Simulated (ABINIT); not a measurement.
An input for ABINIT 10.8.3 (Li3OCl (Pm-3m)):

```
acell 3*1.0 Angstrom
rprim 
  3.908337000000 0.000000000000 0.000000000000
  0.000000000000 3.908337000000 0.000000000000
  0.000000000000 0.000000000000 3.908337000000
ntypat 3
znucl 3 17 8
natom 5
typat 1 1 1 2 3
xred 
  0.000000000000 0.500000000000 0.500000000000
  0.500000000000 0.000000000000 0.500000000000
  0.500000000000 0.500000000000 0.000000000000
  0.000000000000 0.000000000000 0.000000000000
  0.500000000000 0.500000000000 0.500000000000
pp_dirpath "pseudos"
pseudos "Li.upf, Cl.upf, O.upf"
ecut 36
ngkpt 4 4 4
nshiftk 1
shiftk 0 0 0
kptopt 1
chksymbreak 0
istwfk *1
occopt 1
irdwfk 1
optdriver 4
nband 66
gwcalctyp 10
ecutsigx 36
symsigma 1
nkptgw 10
kptgw 
  0.0000000000 0.0000000000 0.0000000000
  0.2500000000 0.0000000000 0.0000000000
  0.5000000000 0.0000000000 0.0000000000
  0.2500000000 0.2500000000 0.0000000000
  0.5000000000 0.2500000000 0.0000000000
  0.5000000000 0.5000000000 0.0000000000
  0.2500000000 0.2500000000 0.2500000000
  0.5000000000 0.2500000000 0.2500000000
  0.5000000000 0.5000000000 0.2500000000
  0.5000000000 0.5000000000 0.5000000000
bdgw 
  6 32
  6 32
  6 32
  6 32
  6 32
  6 32
  6 32
  6 32
  6 32
  6 32
ecuteps 3.9
irdscr 1
ppmodel 1
irdqps 1
indata_prefix "in"
outdata_prefix "out"
tmpdata_prefix "tmp"
```

```sh
OMP_NUM_THREADS=1 mpirun -n 8 abinit run.abi > log
```

How long will it take on 8 MPI ranks of Arm Neoverse V1, shared host, and how much memory?

It took 84 s; on shared hardware allow 42 s to 2.8 min. Peak host memory was 3.5 GiB.

[Paths, hosts, dates, memory and timing lines, banners, echoed tables and standing remarks are left out of the program output.]

[Logs are printed without paths, hosts, clocks, repeated set-up lines and the standing remarks that a program may print on its own settings, such as how far it seeks lower states.]

[Runs of the session that timed out or met a known fault of the program may be left out.]

[Hosts, paths, dates, database ids (printed as entryN), source tags and the programs' standing remarks are cut or masked in the printed files.]

[G0W0 gaps are taken among the corrected bands and points alone; a level outside them can change the order at an edge.]

[Where Ansatz stands beside ABINIT at settings called matched, ABINIT's density can come from a denser mesh and the files from another edition; pairs whose starting gaps differed by over 0.03 eV were left out, so agreement reads better than it is.]
